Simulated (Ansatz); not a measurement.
# TlBr3 (model cell, started as ReO3 type): phonons and vibrational spectra, part 2 of 2

The cell of TlBr3 (model cell, started as ReO3 type) is at rest. What are its phonons? After the zone centre comes a 2×2×2 q mesh on a 8×8×8 k mesh.

Ansatz 0.2.0; DFT PBEsol, scalar-relativistic, plane waves, norm-conserving pseudopotentials.

So far. Step 2 (Zone-centre response): Before it was imposed, the acoustic sum rule was missed by 2.6e-5 eV/Å². Small misses are needed for a sound result but don't prove that mesh and cutoff are converged. The lowest optical mode is imaginary, 47.7i cm⁻¹, so the energy falls along it.

The structure was built from a prototype and need not be the compound's stable phase.

## Step 3: The dispersion (continued)

Interpolated from a 2×2×2 q mesh. Phonon branches along the path, in cm⁻¹:

| point | branch 1 | branch 2 | branch 3 | branch 4 | branch 9 | branch 10 | branch 11 | branch 12 |
| --- | --- | --- | --- | --- | --- | --- | --- | --- |
| Γ | -48 | -48 | -48 | -32 | 0 | 146 | 146 | 146 |
| halfway | -47 | -45 | -45 | -38 | 48 | 125 | 148 | 148 |
| X | -50 | -43 | -41 | -41 | 79 | 94 | 149 | 149 |
| halfway | -48 | -44 | -42 | -39 | 88 | 94 | 142 | 151 |
| M | -45 | -45 | -44 | -36 | 94 | 94 | 139 | 153 |
| halfway | -46 | -43 | -43 | -40 | 61 | 118 | 141 | 149 |
| Γ | -48 | -48 | -48 | -32 | 0 | 146 | 146 | 146 |
| halfway | -45 | -45 | -41 | -36 | 66 | 120 | 120 | 154 |
| R | -44 | -44 | -44 | -19 | 96 | 96 | 96 | 158 |
| halfway | -46 | -44 | -43 | -33 | 89 | 94 | 123 | 156 |
| X | -50 | -43 | -41 | -41 | 79 | 94 | 149 | 149 |
| jump to R | -44 | -44 | -44 | -19 | 96 | 96 | 96 | 158 |
| halfway | -44 | -44 | -44 | -29 | 95 | 95 | 110 | 158 |
| M | -45 | -45 | -44 | -36 | 94 | 94 | 139 | 153 |

The phonon density of states has structure finer than the step of the table below, so its rows give means over 5 cm⁻¹, whole bins alone (the curve runs from -51 to 159 cm⁻¹). Peaks (cm⁻¹: height): -43.0: 0.512, -33.0: 0.345, 55.0: 0.0866, 95.0: 0.0925, 151.0: 0.107.

Tetrahedra on a 12×12×12 mesh, mean over bins of 2 cm-1. Interpolated from a 2×2×2 q mesh. The phonon density of states by wavenumber; means over each step:

| wavenumber (cm⁻¹) | phonon density of states (1/cm⁻¹/cell) |
| --- | --- |
| -45 | 0.405 |
| -40 | 0.232 |
| -35 | 0.249 |
| -30 | 0.146 |
| -25 | 0.0673 |
| -20 | 0.0375 |
| -15 | 0.00418 |
| -10 | 0 |
| -5 | 0 |
| 0 | 1.1e-4 |
| 5 | 0.00202 |
| 10 | 0.00796 |
| 15 | 0.0276 |
| 20 | 0.0571 |
| 25 | 0.0445 |
| 30 | 0.0359 |
| 35 | 0.0385 |
| 40 | 0.0371 |
| 45 | 0.0394 |
| 50 | 0.0478 |
| 55 | 0.0699 |
| 60 | 0.0303 |
| 65 | 0.0123 |
| 70 | 0.0156 |
| 75 | 0.0212 |
| 80 | 0.0294 |
| 85 | 0.0350 |
| 90 | 0.0361 |
| 95 | 0.0703 |
| 100 | 0.0521 |
| 105 | 0.0315 |
| 110 | 0.0261 |
| 115 | 0.0230 |
| 120 | 0.0228 |
| 125 | 0.0238 |
| 130 | 0.0274 |
| 135 | 0.0397 |
| 140 | 0.0521 |
| 145 | 0.0517 |
| 150 | 0.0929 |
| 155 | 0.0793 |

The partial phonon density of states has structure finer than the step of the table below, so its rows give means over 10 cm⁻¹, whole bins alone (the curve runs from -59.7 to 173 cm⁻¹). Peaks (cm⁻¹: height): Br -43.6: 0.413, -33.4: 0.257, 55.9: 0.0532, 150.9: 0.0829; Tl -45.1: 0.0257, 25.1: 0.0381, 38.3: 0.033, 96.8: 0.0771.

Phonopy on the run's constants, 11x11x11 mesh, Gaussian sigma 2.0 cm-1. Interpolated from a 2×2×2 q mesh. Partial phonon density of states against wavenumber; means over each step; values in 1/cm⁻¹/cell:

```csv
wavenumber (cm⁻¹),Br,Tl
-50,0.114,0.00848
-40,0.268,0.0157
-30,0.155,0.00146
-20,0.0363,1.0e-4
-10,9.5e-4,1.2e-6
0,5.0e-4,4.5e-4
10,0.00551,0.00690
20,0.0174,0.0313
30,0.00941,0.0212
40,0.0145,0.0284
50,0.0257,0.0218
60,0.0238,0.0150
70,0.00557,0.0107
80,0.0108,0.0170
90,0.00853,0.0359
100,0.0119,0.0388
110,0.0150,0.0127
120,0.0171,0.00736
130,0.0221,0.00574
140,0.0404,0.00776
150,0.0704,0.0111
160,0.0272,0.00191
```

Symmetry leaves 4 wavevectors to solve. The lowest mode among them, the acoustic zeros apart, lies at q = (0, 0, -0.5) and is imaginary, 49.8i cm⁻¹, so the energy falls along it.

## Step 4: Isotope substitution, element Br, natural mass 79.904 amu

An isotope changes the mass and not the force constants, so no new electronic calculation is needed; the shifts show which modes move this element.

The same force constants with the mass of Br changed from 79.904 to 80.916 u (phonopy, no LO-TO term). Both lists are sorted by frequency; levels can cross, so a row need not hold one and the same mode. Modes under 3 cm⁻¹ are left out. Isotope shifts, by row, the first 40 of 45 rows:

| q | rank | natural mass (cm⁻¹) | changed mass (cm⁻¹) |
| --- | --- | --- | --- |
| 0 0 0 | 1 | -47.71 | -47.52 |
| 0 0 0 | 2 | -47.71 | -47.52 |
| 0 0 0 | 3 | -47.71 | -47.52 |
| 0 0 0 | 4 | -32.03 | -31.83 |
| 0 0 0 | 5 | -32.03 | -31.83 |
| 0 0 0 | 6 | -32.03 | -31.83 |
| 0 0 0 | 10 | 145.9 | 145.2 |
| 0 0 0 | 11 | 145.9 | 145.2 |
| 0 0 0 | 12 | 145.9 | 145.2 |
| 0 0 -0.5 | 1 | -49.81 | -49.51 |
| 0 0 -0.5 | 2 | -43.01 | -42.74 |
| 0 0 -0.5 | 3 | -41.14 | -40.94 |
| 0 0 -0.5 | 4 | -41.14 | -40.94 |
| 0 0 -0.5 | 5 | -36.91 | -36.68 |
| 0 0 -0.5 | 6 | -36.91 | -36.68 |
| 0 0 -0.5 | 7 | 16.51 | 16.47 |
| 0 0 -0.5 | 8 | 16.51 | 16.47 |
| 0 0 -0.5 | 9 | 79.42 | 78.92 |
| 0 0 -0.5 | 10 | 93.97 | 93.94 |
| 0 0 -0.5 | 11 | 149 | 148.2 |
| 0 0 -0.5 | 12 | 149 | 148.2 |
| 0 -0.5 -0.5 | 1 | -44.75 | -44.48 |
| 0 -0.5 -0.5 | 2 | -44.75 | -44.48 |
| 0 -0.5 -0.5 | 3 | -43.97 | -43.7 |
| 0 -0.5 -0.5 | 4 | -36.03 | -35.8 |
| 0 -0.5 -0.5 | 5 | -36.03 | -35.8 |
| 0 -0.5 -0.5 | 6 | -15.28 | -15.18 |
| 0 -0.5 -0.5 | 7 | 19.27 | 19.25 |
| 0 -0.5 -0.5 | 8 | 56.19 | 55.84 |
| 0 -0.5 -0.5 | 9 | 93.98 | 93.96 |
| 0 -0.5 -0.5 | 10 | 93.98 | 93.96 |
| 0 -0.5 -0.5 | 11 | 138.6 | 137.7 |
| 0 -0.5 -0.5 | 12 | 152.7 | 151.9 |
| -0.5 -0.5 -0.5 | 1 | -43.97 | -43.7 |
| -0.5 -0.5 -0.5 | 2 | -43.97 | -43.7 |
| -0.5 -0.5 -0.5 | 3 | -43.97 | -43.7 |
| -0.5 -0.5 -0.5 | 4 | -19.04 | -18.92 |
| -0.5 -0.5 -0.5 | 5 | -19.04 | -18.92 |
| -0.5 -0.5 -0.5 | 6 | -19.04 | -18.92 |
| -0.5 -0.5 -0.5 | 7 | 54.89 | 54.55 |

A mode of this element alone would shift by -0.63 %. The highest zone-centre frequency without the field goes from 145.9 to 145.2 cm⁻¹ (-0.5 %).

## Step 5: Isotope substitution, element Tl, natural mass 204.38 amu

The same for Tl, from 204.38 to 202.97 u.

A mode of this element alone would shift by +0.35 %. The highest zone-centre frequency without the field goes from 145.9 to 146.0 cm⁻¹ (+0.1 %).

## Step 6: Summary of results

| Property | Result |
| --- | --- |
| space group (within 0.01 Å) | Pm-3m |
| volume per atom | 42.0 Å³ |
| electronic character | no gap on this mesh |
| highest optical mode at the zone centre (no LO-TO term) | 146 cm⁻¹ |
| lowest optical zone-centre mode | -47.7 cm⁻¹ |
| lowest mode on the q mesh (acoustic modes at Γ apart) | -49.8 cm⁻¹ |
| highest frequency on the path or at a solved wavevector | 158 cm⁻¹ |
| imaginary modes on the 2×2×2 q mesh | yes |

What this shows: Modes are clearly imaginary (beyond 10i cm⁻¹) at 4 of the 4 irreducible wavevectors, most at q = (0, 0, -0.5) (49.8i cm⁻¹), so this structure is not a minimum of the energy. The optical modes at Γ span -48 to 146 cm⁻¹ (negative means imaginary). The highest mode in this list at Γ, 145.9 cm⁻¹, is mostly motion of Br (81 % of the kinetic energy). With no gap, or one that is small against the smearing, the frequencies hang on the k mesh and the smearing, most of all near Kohn anomalies. A semilocal functional can close a gap that the real compound would have, so the metallic treatment may be an artefact of the level. Spin-orbit coupling is left out, which can matter for the heavy elements here. A phonon run warned that its eigensolver left some bands unconverged in a pass. The starting cell was built on a prototype and not taken from a measurement, so the phase need not exist. These are harmonic frequencies at zero temperature: anharmonic shifts, linewidths and thermal expansion are left out.

[Logs are printed without paths, hosts, clocks, repeated set-up lines and the standing remarks that a program may print on its own settings, such as how far it seeks lower states.]

[Hosts, paths, dates, database ids (printed as entryN), source tags and the programs' standing remarks are cut or masked in the printed files.]
